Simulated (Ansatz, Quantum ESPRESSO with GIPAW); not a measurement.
## 15N and 11B NMR of BN (Qingsongite), calculated

Wanted: NMR shieldings for each site of BN (Qingsongite).

**The experiment.** The 14N shift is -360 ppm against nitromethane, in “Atomic-Level Structure of Mesoporous Hexagonal Boron Nitride Determined by High-Resolution Solid-State Multinuclear Magnetic Resonance Spectroscopy and Density” (Dorn et al., Chem. Mater. 34, 1649, 2022), quoting earlier work.

Calculated with Quantum ESPRESSO with GIPAW 8.0dev (patched build); DFT, PBE, plane-wave PAW (pslibrary 1.0.0 recipes), scalar-relativistic, GIPAW; a patched development version of the program.

Report form: the programs' logs are mostly left out.

### 1. Set-up

It takes space group F-43m (No. 216, cubic). The conventional cell has a = 3.615 Å, b = 3.615 Å, c = 3.615 Å, α = 90.00°, β = 90.00°, γ = 90.00°. Nearest to N lie 4 B at 1.57 Å. B has 4 N at 1.57 Å nearest. Farther neighbours and most contacts between anions are not listed.

Structure file:

```cif
data_structure
_symmetry_space_group_name_H-M 'P 1'
_symmetry_Int_Tables_number 1
_cell_length_a 2.5562
_cell_length_b 2.5562
_cell_length_c 2.5562
_cell_angle_alpha 60.000
_cell_angle_beta 60.000
_cell_angle_gamma 60.000
_cell_volume 11.81
loop_
_atom_site_label
_atom_site_type_symbol
_atom_site_fract_x
_atom_site_fract_y
_atom_site_fract_z
_atom_site_occupancy
N1 N 0.75000 0.75000 0.75000 1
B2 B 0.00000 0.00000 0.00000 1
```

The cell is an entry of the Crystallography Open Database.

### 2. Ground state

First the ground state. The response equations take the occupied wavefunctions as exact, so conv_thr is set much tighter than for an energy. No empty states are asked for: the response is solved without them. The mesh has a spacing of 0.31 Å⁻¹ at most. The PAW files were made with ld1.x from the pslibrary 1.0.0 recipes, with GIPAW reconstruction switched on.

The input, scf.in:

```
&control
  calculation = 'scf'
  prefix = 'x'
  outdir = './tmp/'
  pseudo_dir = './'
/
&system
  ibrav = 0
  nat = 2
  ntyp = 2
  ecutwfc = 55
  ecutrho = 340
  nbnd = 4
/
&electrons
  conv_thr = 1.0d-10
  mixing_beta = 0.7
  electron_maxstep = 100
/
ATOMIC_SPECIES
  N 14.007 N.pbe-n-kjpaw_psl.1.0.0-gipaw.UPF
  B 10.810 B.pbe-n-kjpaw_psl.1.0.0-gipaw.UPF
CELL_PARAMETERS angstrom
  0.00000000 1.80750000 1.80750000
  1.80750000 0.00000000 1.80750000
  1.80750000 1.80750000 0.00000000
ATOMIC_POSITIONS crystal
  N 0.75000000 0.75000000 0.75000000
  B 0.00000000 0.00000000 0.00000000
K_POINTS automatic
  10 10 10 0 0 0
```

The run is started by

```console
mpirun -np 4 pw.x -nk 4 -in scf.in > scf.out
```

It took 4.1 s on 4 MPI ranks of Intel Xeon Platinum 8488C (Sapphire Rapids), shared host; peak memory 0.22 GiB.

It converged in 17 cycles to an estimated accuracy of 5e-12 Ry, on 47 irreducible k-points.

### 3. Shieldings

The job finds the current that a weak uniform field induces (applied as a long wave, q_gipaw) and the field that this current makes at each nucleus. On atoms with p or d valence electrons much of the paramagnetic part arises close to the nucleus, where the PAW partial waves rebuild the true states. pawproj makes the reconstruction use the PAW data sets' own projectors.

The input, nmr.in:

```
&inputgipaw
  job = 'nmr'
  prefix = 'x'
  tmp_dir = './tmp/'
  restart_mode = 'from_scratch'
  verbosity = 'low'
  q_gipaw = 0.01
  spline_ps = .true.
  conv_threshold = 1.0d-14
  use_nmr_macroscopic_shape = .false.
  pawproj(1) = .true.
  pawproj(2) = .true.
/
```

The run is started by

```console
mpirun -np 4 gipaw.x -in nmr.in > nmr.out
```

Elapsed: 15 s, on 4 MPI ranks; peak memory 0.2 GiB; 59 s of CPU time.

The f-sum rule is met to 0.0011 of 7.9 (0.01 %). Converged shieldings require that this miss be small, but a small miss does not prove them.

From the symmetric part of each tensor, with principal values σ11 ≤ σ22 ≤ σ33: σ_iso is their mean, the span is σ33 − σ11 and the skew 3(σ_iso − σ22)/span. (gipaw.x prints an anisotropy in another convention.)

```csv
site,atom no.,atoms in cell,σ_iso (ppm),span (ppm),skew
N,1,1,193.0,0.0,-
B,2,1,82.8,0.0,-
```

The macroscopic shape term is switched off. For a spherical sample the valence susceptibility of this run would add about 12 ppm to every site, a rough estimate, since the susceptibility converges slowly and lacks part of the PAW terms. Differences within the crystal don't depend on it, but shieldings of different compounds can't be compared to better than a few ppm without it.

N and B sit on cubic site symmetry, where the tensor must be isotropic.

How the isotropic values are made up (ppm). The core part is that of the free atom's core; bare is the current of the smooth valence states; the last two are what the PAW spheres add to the diamagnetic and the paramagnetic current:

```
site   core   bare  reconstruction, dia  reconstruction, para
   N  235.8   31.6                  7.1                 -81.5
   B  165.3  -50.0                  3.2                 -35.7
```

The quadrupolar nuclei (14N and 11B) sit on sites where the field gradient vanishes by symmetry, so they have no quadrupolar coupling.

### 4. NMR parameters by site

Covalently bonded atoms count as neighbours within 1.18 times the sum of their radii. Otherwise a cation's neighbours lie within 1.2 times its shortest bond (1.3 for large cations, each anion's radius taken off where they differ), and an anion's are the cations that count it.

```
site  atom no.  atoms in cell  surroundings  bonds (Å)  σ_iso (ppm)
   N         1              1   bound to B4      1.565        193.0
   B         2              1           BN4      1.565         82.8
```

### 5. Cost against result

Each row names what was changed: another mesh tests the sampling of the zone; another functional shows how far the paramagnetic term hangs on the exchange-correlation form; another cutoff tests the basis.

Changes of σ_iso (ppm) against the run above (PBE, cutoffs 55 and 340 Ry, mesh 10×10×10, 73 s). Times are CPU times of pw.x and gipaw.x together, on 4 MPI ranks of Intel Xeon Platinum 8488C (Sapphire Rapids), shared host; on a shared host they are rough. A run is marked as doubtful where the f-sum miss passes 0.015 electrons, or that much for each three atoms in larger cells (with Tl, Pb, Hg, Bi or Sn a third of that, or a mesh spacing over 0.26 Å⁻¹), or where the susceptibility is unphysically large.

```csv
run,CPU time,f-sum miss,N,B
mesh 13×13×13,1.9 min,4.0e-4,-0.0,+0.0
LDA,71 s,0.0010,-2.0,-2.5
cutoffs 40 and 340 Ry (coarse on purpose),53 s,0.0022,-0.4,-0.2
mesh 6×6×6 (marked),42 s,0.051,+1.6,-0.6
Wu-Cohen,78 s,0.0011,-0.9,+0.0
cutoffs 70 and 420 Ry,89 s,8.0e-4,+0.0,+0.3
```

The largest move is -2.5 ppm, on B, from LDA.

### 6. Against experiment

Without a fitted line the measured shift still tests the calculation: for an exact theory σ + δ is one number for all compounds of a nucleus, up to the shape term, which is left out of σ and differs by some ppm between compounds.

```csv
"nucleus, site",σ_iso (ppm),measured δ (ppm),σ + δ (ppm),"σ + δ of other compounds, same level"
"14N, N",193.0,-360,-167.0,AlN -175.9
```

### 7. Outcome

* 15N shielding without shape term: 193.0 ppm
* 11B shielding without shape term: 82.8 ppm

**Reading.** 15N has one site (bound to B4), with isotropic shielding 193.0 ppm (shape term left out). A shift needs a reference, δ = σ_ref − σ, fixed on measured compounds; for 15N of this kind at this level too few were at hand, or they scattered too widely about a line, so none is given. For 14N, σ + δ is -167.0 ppm here and -175.9 ppm in AlN: with that reference and slope one the shift would be off by -8.9 ppm. Going to mesh 13×13×13 changes no isotropic shielding by more than 0.017 ppm, so the main run is converged in that respect. Going to cutoffs 70 and 420 Ry changes no isotropic shielding by more than 0.26 ppm, so the main run is converged in that respect. The cheaper run with cutoffs 40 and 340 Ry takes about 75 % of the time and is off by 0.39 ppm on N. The largest change with the functional is 2.5 ppm in absolute shielding; part of that drops out once each functional has its own reference line. This build of gipaw.x prints that it is not audited and that its numbers are no references by themselves. It also reports spline_ps as false although the input sets it; why was not traced.

[Logs are printed without paths, hosts, clocks, repeated set-up lines and the standing remarks that a program may print on its own settings, such as how far it seeks lower states.]

[Hosts, paths, dates, database ids (printed as entryN), source tags and the programs' standing remarks are cut or masked in the printed files.]

[Where no reference line passes its bar on scatter, no shift is given, so a measured shift of this compound may stand uncompared.]
